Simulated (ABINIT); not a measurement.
# Calculated records

**A GW chain in ABINIT: PbO (P4/nmm)**

The structure is tetragonal, space group P4/nmm (No. 129). Conventional cell: a = 3.960 Å, b = 3.960 Å, c = 5.070 Å, α = 90.00°, β = 90.00°, γ = 90.00°. Nearest to Pb lie 4 O at 2.32 Å. Nearest to O lie 4 Pb at 2.32 Å. Farther neighbours, and contacts between anions beyond the nearest, are not listed.

```xyz
4
Lattice="3.9600 0.0000 0.0000 0.0000 3.9600 0.0000 0.0000 0.0000 5.0700" Properties=species:S:1:pos:R:3 pbc="T T T"
Pb    0.0000    1.9800    1.2135
Pb    1.9800    0.0000    3.8565
O     0.0000    0.0000    0.0000
O     1.9800    1.9800    0.0000
```

- method: RPA screening on PBE, plane waves, norm-conserving pseudopotentials (and 2 further levels or steps)
- program: ABINIT 10.8.3
- settings: cutoff 42 Ha, PseudoDojo scalar-relativistic 0.4 stringent, norm-conserving, ngkpt (4, 4, 2), nband 101, ecuteps 3.9 Ha, inclvkb 2, shiftk (0, 0, 0), symchi 1, awtr 1, frequency ppm, 4×4×2 k-mesh
- cost: 5 runs, 1.9 min in all on 8 MPI ranks of AMD EPYC 9R45, shared host
- notes: The database entry behind the starting cell differs from other determinations of this structure. The program’s warnings: nkpt*nsppol () is not a multiple of nproc spkpt ().  Limits: no spin-orbit coupling. The 4×4×2 mesh is coarse for this cell, which bears on the long-range parts of exchange and screening.
- PBE gap: 1.12 eV, indirect
- G0W0 gap on the mesh: 1.14 eV
- GW settings: 4×4×2 mesh, 101 bands, screening to 106.1 eV, Godby-Needs plasmon pole
- known limits: short of the basis limit; no spin-orbit coupling; coarse k mesh

G0W0 moves the gap on the mesh from 1.12 eV to 1.14 eV (+0.02 eV), with Z of 0.79 and 0.84 at the edges. Local fields lower the RPA ε∞ on this mesh from 7.33 to 6.49; a Γ-centred mesh this coarse tends to raise both, most where the direct gap is narrow, while a short band sum lowers them.

[Long decimals in the printed logs are rounded to 6 places.]

[Logs are printed without paths, hosts, clocks, repeated set-up lines and the standing remarks that a program may print on its own settings, such as how far it seeks lower states.]

[Paths, hosts, dates, memory and timing lines, banners, echoed tables and standing remarks are left out of the program output; an Ansatz launch command may be rebuilt from the run's recorded settings. Measured values are a selection of at most five: reports struck by readers or far from the other reports are left out. None is set beside runs whose start may be inverted or whose files or cutoffs have a known fault.]

[Runs of the session that timed out or met a known fault of the program may be left out.]

[Hosts, paths, dates, database ids (printed as entryN), source tags and the programs' standing remarks are cut or masked in the printed files.]

[G0W0 gaps are taken among the corrected bands and points alone; a level outside them can change the order at an edge.]

[Where Ansatz stands beside ABINIT at settings called matched, ABINIT's density can come from a denser mesh and the files from another edition; pairs whose starting gaps differed by over 0.03 eV were left out, so agreement reads better than it is.]
